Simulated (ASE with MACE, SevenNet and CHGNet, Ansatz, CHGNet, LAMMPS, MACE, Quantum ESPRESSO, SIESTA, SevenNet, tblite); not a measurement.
# Machine-learned potentials runs on Li+ BF4- in dimethyl sulfoxide at 330 K (96 atoms)

Aim: run Li+ BF4- in dimethyl sulfoxide at 330 K (96 atoms) in machine-learned potentials and see how near its forces come to a plane-wave reference, and at what cost.

Program: ASE with MACE, SevenNet and CHGNet. Level of theory: the method is named at each step. Results are calculated unless marked as measured.

## Step 1: Set-up

The cell holds 96 atoms: 18 C, 9 S, 9 O, 54 H, 1 B, 4 F and 1 Li. Its edges and angles: a = 10.470 Å, b = 10.470 Å, c = 10.470 Å, α = 90.0°, β = 90.0°, γ = 90.0°. 9 dimethyl sulfoxide, 1 Li+, 1 BF4- placed at random, at 1.15 g/cm³; overlaps pushed apart, then 10 ps at 550 K with stiff harmonic cages for PF6 and BF4 with UFF radii; Joung-Cheatham ions (J. Phys. Chem. B 112, 9020 (2008)); MMFF94 bonds, angles, torsions, charges and radii (Halgren, J. Comput. Chem. 17, 490 (1996)) in harmonic and 12-6 forms; charges of ions scaled by 0.8. Snapshot after 30 ps at 330 K and fixed volume.

The yardstick, on the same geometry:

* method: Kohn-Sham DFT, PBE, SSSP efficiency 1.3.0 pseudopotentials, plane waves (Quantum ESPRESSO 7.5); sssp-pbe-1.3.0-efficiency, cutoffs 60/480 Ry, Γ point
* r.m.s. force component: 0.7834 eV/Å
* longest force: 3.281 eV/Å
* pressure: 2.542 GPa
* gap (highest filled to lowest empty level): 3.772 eV
* time: 4.7 min on 2 MPI ranks of Arm Neoverse N1, shared host
* CPU time: 9.4 min

## Step 2: MACE MP-0b3 medium potential

Method: machine-learned interatomic potential MACE MP-0b3 medium, trained on PBE(+U) plane-wave data.

File run.py:

```python
import numpy as np
from ase.io import read
import mlip  # loads the published weights by name

atoms = read("structure.xyz")
atoms.calc = mlip.calc("mace-mp-0b3-medium")
energy = atoms.get_potential_energy()
forces = atoms.get_forces()
print(f"energy {energy:.6f} eV")
print("forces (eV/A)")
for i, (a, f) in enumerate(zip(atoms, forces)):
    print(f"{i:4d} {a.symbol:2s} {f[0]:10.5f} {f[1]:10.5f} {f[2]:10.5f}")
stress = -atoms.get_stress(voigt=False) * 160.21766
print("stress (GPa, compression positive)")
for row in stress:
    print(" ".join(f"{x:10.4f}" for x in row))
```

File structure.xyz:

```xyz
96
Lattice="10.46989 0.00000 0.00000 0.00000 10.46989 0.00000 0.00000 0.00000 10.46989" Properties=species:S:1:pos:R:3 pbc="T T T"
C 0.68682 2.61077 7.73830
S 9.60141 1.66513 8.13134
C 9.90022 2.05116 9.98597
O 8.54636 2.64941 7.61507
H 0.96983 2.34306 6.79810
H 0.48706 3.66352 7.77431
H 1.53279 2.46199 8.29854
H 0.01466 2.95973 10.03633
H 0.04921 1.30675 0.02031
H 8.94547 2.18025 0.05957
C 4.87886 7.04487 1.69193
S 5.56307 7.74667 3.18347
C 4.32982 7.07471 4.32511
O 6.95913 7.23009 3.42386
H 3.86527 7.49937 1.67256
H 5.38299 7.43519 0.75561
H 4.93770 5.96648 1.72450
H 3.26085 7.41917 4.16126
H 4.63439 7.38902 5.32038
H 4.35903 6.00218 4.15676
C 9.25475 6.73130 6.73298
S 7.61255 6.05306 6.28392
C 8.23750 4.74590 5.26991
O 6.84678 5.45199 7.51403
H 9.19246 7.57999 7.41446
H 9.81039 5.90104 7.18454
H 9.65230 7.07859 5.80294
H 7.34693 4.43107 4.80505
H 8.66781 3.96097 5.89434
H 8.89239 5.05047 4.51022
C 1.69591 6.41385 9.25350
S 2.36337 6.73853 7.54104
C 3.96118 6.02040 8.03491
O 1.61027 5.91800 6.53876
H 0.60244 6.39951 9.23601
H 2.01807 5.42236 9.54404
H 1.92636 7.16277 9.95969
H 3.87637 4.96629 8.32231
H 4.40646 6.52410 8.86391
H 4.61303 6.18394 7.18695
C 2.74688 3.64049 4.30407
S 3.06831 4.08765 2.61297
C 2.30222 2.68291 1.77883
O 2.36442 5.36530 2.33353
H 1.69047 3.88182 4.52571
H 2.87388 2.59287 4.49043
H 3.38219 4.24575 4.97613
H 2.78279 2.44221 0.84754
H 1.24278 2.92581 1.59886
H 2.50722 1.85160 2.43750
C 1.12185 10.22887 4.88023
S 0.08931 0.69855 3.73681
C 9.06745 10.21432 4.03112
O 10.40330 2.06016 4.26208
H 0.72441 10.33472 5.87738
H 1.11756 9.24355 4.38060
[... 36 atom lines left out ...]
F 2.29039 10.00367 0.46769
F 3.28639 1.10656 9.33495
F 3.92569 9.34794 9.32511
Li 7.61486 4.02128 8.76989
```

Started as:

```bash
$ OMP_NUM_THREADS=1 python run.py > output.txt
```

Output:

```text
energy -484.881916 eV
forces (eV/A)
   0 C    -2.29355    0.40143    0.45092
   1 S     1.37050    1.28863    1.47584
   2 C    -0.59485   -0.55174   -0.11251
   3 O    -0.10185   -0.27815    0.22952
   4 H     0.52509   -0.70460   -3.06771
   5 H    -0.57566    0.73096   -0.06135
   6 H     1.89522   -1.15496    2.13057
   7 H    -0.06323    0.57727   -0.24168
   8 H    -0.02180   -0.60730   -0.33100
   9 H     0.20012   -0.09353   -0.42586
  10 C     0.19165    1.14675   -1.15669
  11 S    -0.04162    1.62533   -0.22819
  12 C    -0.56812    0.03724   -0.22868
  13 O    -0.28889   -0.50633    0.07766
  14 H     0.11495   -0.67518   -0.10579
  15 H    -0.10851   -0.21387    1.06147
  16 H    -0.41560   -0.41782   -0.05820
  17 H     1.16982   -0.06611   -0.22774
  18 H     0.15114   -0.08814    0.26187
  19 H    -0.03423   -0.42204    0.38749
  20 C    -1.03582   -0.58252    0.94160
  21 S    -0.43335    1.01968    1.05802
  22 C    -0.28338   -0.66616    1.47512
  23 O     1.32302    0.09061   -0.98409
[...]
88 H     0.36076   -0.64320   -0.13955
  89 H    -0.19107    0.22245   -0.50577
  90 B    -0.71282    1.15515   -0.45823
  91 F    -1.63453   -0.53578   -0.60562
  92 F     0.79611    0.28584   -0.77719
  93 F     0.30768   -0.07852    1.13821
  94 F     1.31431   -0.74201    0.69972
  95 Li    0.00688    0.20561   -1.15676
stress (GPa, compression positive)
    2.0655     0.3111    -0.0912
    0.3111     2.5882     0.2929
   -0.0912     0.2929     1.3611
```

Run time: 15 s. Hardware: 1 thread of Arm Neoverse N1, shared host; peak memory 1.2 GiB.

Banners, paths, timers and routine set-up lines are dropped from the logs unmarked, and long logs keep their key lines alone; longer cuts are marked.

Numbers from this run, and their distance from the reference:

```yaml
r_m_s_force_component: 0.7453 eV/Å
r_m_s_difference_of_force_components: 139.9 meV/Å
longest_difference_of_force_vectors: 740.5 meV/Å
force_difference_over_r_m_s_force: 17.86 %
slope_of_forces_against_the_reference_s: 0.9367
correlation_of_force_components: 0.9845
pressure: 2.005 GPa
pressure_difference: -0.5371 GPa
```

Length of the force difference by element (eV/Å):

```
element  atoms   mean  most
      B      1   0.30  0.30
      C     18   0.20  0.42
      F      4   0.12  0.17
      H     54  0.074  0.16
     Li      1   0.22  0.22
      O      9   0.35  0.63
      S      9   0.55  0.74
```

Local excerpt of 11 atoms (numbers count through the whole input) about B91, the only B atom; x, y, z are measured from there.

```
atom      x      y      z  distance (Å)  bonds     Fx     Fy  Fz (eV/Å)
 B91   0.00   0.00   0.00          0.00      4  -0.71   1.16      -0.46
 F95   1.04  -0.85  -0.31          1.38      1   1.31  -0.74       0.70
 F92  -0.94  -0.21  -1.00          1.39      1  -1.63  -0.54      -0.61
 F93  -0.60  -0.19   1.31          1.45      1   0.80   0.29      -0.78
 F94   0.40   1.38  -0.30          1.47      1   0.31  -0.08       1.14
 H87   2.16   0.87   2.16          3.17      1  -0.53  -0.44       0.43
 H48  -0.10   2.72   1.69          3.20      1   0.48   0.11      -0.69
 H37  -0.96  -3.03   0.33          3.20      1   0.93   1.13       0.72
 H85   3.15   0.67   0.72          3.30      1   0.20  -0.63      -0.60
  H7  -1.35   2.74  -1.33          3.33      1   1.90  -1.15       2.13
  H9  -2.84   1.58   0.86          3.36      1  -0.02  -0.61      -0.33
```

Atoms are counted from 1 here, from 0 in the log.

Forces lie 18 % from the reference's, at 0.027 times its CPU time (on 1 against 2 cores).

## Step 3: SevenNet l3i5 potential

Method: machine-learned interatomic potential SevenNet l3i5, trained on PBE(+U) plane-wave data.

run.py: that of step 2 with these lines changed.

```diff
@@ -5,3 +5,3 @@
 atoms = read("structure.xyz")
-atoms.calc = mlip.calc("mace-mp-0b3-medium")
+atoms.calc = mlip.calc("7net-l3i5")
 energy = atoms.get_potential_energy()
```

structure.xyz is that of step 2.

Output:

```text
energy -484.536560 eV
forces (eV/A)
   0 C    -2.17732    0.41520    0.45395
   1 S     1.30219    1.32116    1.38455
   2 C    -0.53788   -0.32832   -0.09825
   3 O    -0.04182   -0.36059    0.32970
   4 H     0.51681   -0.69537   -3.12190
   5 H    -0.56735    0.76385   -0.06953
   6 H     1.79946   -1.17307    2.10577
   7 H    -0.08202    0.53978   -0.18266
   8 H    -0.04987   -0.65069   -0.35623
   9 H     0.19696   -0.16929   -0.41720
  10 C     0.11017    1.15808   -0.98109
  11 S    -0.03419    1.84698   -0.37446
  12 C    -0.63349    0.01687   -0.19753
  13 O    -0.05600   -0.64572    0.12841
  14 H     0.08391   -0.64868   -0.15783
  15 H    -0.13337   -0.23683    1.00392
  16 H    -0.30808   -0.47263   -0.06025
  17 H     1.08658   -0.07405   -0.20924
  18 H     0.13732   -0.13737    0.23989
  19 H    -0.01838   -0.39366    0.36347
  20 C    -0.91368   -0.79269    1.00725
  21 S    -0.72059    1.18993    1.03293
  22 C    -0.22214   -0.73134    1.47653
  23 O     1.36817    0.09130   -0.95033
[...]
88 H     0.37677   -0.59913   -0.18245
  89 H    -0.11851    0.18135   -0.55130
  90 B    -0.86451    1.09512   -0.63559
  91 F    -1.67357   -0.57543   -0.57611
  92 F     0.83799    0.28822   -0.74494
  93 F     0.34524   -0.01591    1.21924
  94 F     1.33468   -0.78798    0.76414
  95 Li    0.07903    0.23917   -1.05024
stress (GPa, compression positive)
    2.1400     0.3575    -0.0436
    0.3575     2.5677     0.2674
   -0.0436     0.2674     1.4977
```

The job ended after 19 s (1 thread; peak memory 1.7 GiB).

Numbers from this run, and their distance from the reference:

```
r.m.s. force component                  : 0.7523 eV/Å
r.m.s. difference of force components   : 103.6 meV/Å
longest difference of force vectors     : 622.4 meV/Å
force difference over r.m.s. force      : 13.23 %
slope of forces against the reference's : 0.9524
correlation of force components         : 0.9917
pressure                                : 2.068 GPa
pressure difference                     : -0.4735 GPa
```

Against the first run (18 %), the force difference from the reference is 13 %, at 1.3 times the CPU time.

## Step 4: CHGNet r2SCAN potential

Method: machine-learned interatomic potential CHGNet r2SCAN, trained on r2SCAN plane-wave data.

run.py: that of step 3 with these lines changed.

```diff
@@ -5,3 +5,3 @@
 atoms = read("structure.xyz")
-atoms.calc = mlip.calc("7net-l3i5")
+atoms.calc = mlip.calc("chgnet-r2scan")
 energy = atoms.get_potential_energy()
```

structure.xyz is that of step 3.

Output:

```text
CHGNet vr2scan initialized with 412,525 parameters
CHGNet will run on cpu
energy -557.336670 eV
forces (eV/A)
   0 C    -2.25311    0.51200    0.68634
   1 S     0.63925    1.14846    0.96458
   2 C    -0.54556   -0.15086   -0.21954
   3 O     0.37482   -0.55570    0.30883
   4 H     0.41272   -0.73645   -2.69541
   5 H    -0.36871    0.69991   -0.04887
   6 H     1.51922   -0.98705    1.92034
   7 H    -0.05271    0.30604   -0.14426
   8 H    -0.06276   -0.32368   -0.35424
   9 H     0.45464   -0.08742   -0.49324
  10 C    -0.07110    1.24489   -1.18185
  11 S     0.29709    0.18081    0.01420
  12 C    -0.89715    0.25713   -0.07164
  13 O    -0.54760    0.04469   -0.04336
  14 H     0.39525   -0.59976   -0.02969
  15 H    -0.29377   -0.35024    1.02828
  16 H    -0.19734   -0.21781    0.02908
  17 H     1.21859   -0.13422   -0.13530
  18 H     0.06216   -0.11860    0.05220
  19 H     0.04257   -0.10463    0.20143
  20 C    -0.57959   -0.56778    0.70746
  21 S    -0.59980    0.14000    1.55530
  22 C    -0.12051   -0.53059    1.27299
  23 O     1.09508    0.55901   -1.32560
[...]
88 H     0.26150   -0.81342   -0.07605
  89 H    -0.38636    0.14133   -0.52577
  90 B    -0.47936    0.87972   -0.21969
  91 F    -1.18650   -0.40484   -0.44831
  92 F     0.64529    0.27970   -0.73975
  93 F     0.23750   -0.23538    0.84044
  94 F     0.83595   -0.47285    0.50598
  95 Li    0.01259    0.11359   -0.51300
stress (GPa, compression positive)
    0.1430     0.2610     0.1214
    0.2610     0.8359     0.3018
    0.1214     0.3018     0.4164
```

The job ended after 7.3 s (1 thread; peak memory 1.5 GiB).

Numbers from this run, and their distance from the reference:

| Property | Result |
| --- | --- |
| r.m.s. force component | 0.6001 eV/Å |
| r.m.s. difference of force components | 339.8 meV/Å |
| longest difference of force vectors | 2170 meV/Å |
| force difference over r.m.s. force | 43.38 % |
| slope of forces against the reference's | 0.6993 |
| correlation of force components | 0.9129 |
| pressure | 0.4651 GPa |
| pressure difference | -2.077 GPa |

Against the first run (18 %), the force difference from the reference is 43 %, at 0.48 times the CPU time; this potential was trained at another functional than the reference's, which explains only part of so large a difference.

## Step 5: The ladder

Differences are against the plane-wave reference, forces as r.m.s. over components; share is that over the reference's r.m.s. force, slope the least-squares factor from reference forces to these. Total energies of different programs have different zeros and aren't compared.

```
                         run  Δ force, r.m.s. (meV/Å)  share (%)  slope  Δ pressure (GPa)  cores  CPU time  memory (GiB)
                   reference                        -          -      -                 -      2   9.4 min           2.9
MACE MP-0b3 medium potential                      140       17.9  0.937            -0.537      1      15 s           1.2
     SevenNet l3i5 potential                      104       13.2  0.952            -0.473      1      19 s           1.7
     CHGNet r2SCAN potential                      340       43.4  0.699             -2.08      1     7.2 s           1.5
```

Times of the machine-learned potentials are mostly Python's start and the loading of weights.

CPU time is summed over cores on a shared host, where runs went side by side, so it is rough. Symmetry, cutoffs, thresholds, outputs and thread counts weren't matched or tuned between programs; memory under MPI is the largest rank's times the ranks.

## Step 6: Results

| Item | Value |
| --- | --- |
| nearest in forces | SevenNet l3i5 potential, 13 % |
| its CPU time | 19 s |

What this shows: Machine-learned potentials differ by 13 % (SevenNet l3i5 potential) to 43 % (CHGNet r2SCAN potential); they were trained on other programs' data, some at another functional. The reference's pressure holds the uncorrected Pulay stress of its 60 Ry basis, so small pressure differences, and their order, may be the reference's own error. Machine-learned potentials mimic data converged in k, so the reference's own k-point error enters their differences. The network of contacts between molecules at the start is that of the classical potential that made the cell, and needn't be the one that DFT or experiment would give. The reference's PBE has no dispersion term, which matters for the binding between molecules or layers. The density was typed from a rule of thumb and may lie off the real one at this temperature. The electronic-structure runs sample only Γ, in a cell whose shortest periodic width is 10 Å.

[Also dropped from logs without a mark: logging warnings of Python, and SIESTA's first energy breakdown and zero terms.]

[Logs are printed without paths, hosts, clocks, repeated set-up lines and the standing remarks that a program may print on its own settings, such as how far it seeks lower states.]

[Hosts, paths, dates, database ids (printed as entryN), source tags and the programs' standing remarks are cut or masked in the printed files.]

[The MMFF94 radii named for the starting cell were scaled by 0.96; in molecules described by MMFF94, hydrogen bound to N, O or S took a small fixed 12-6 site in their place.]
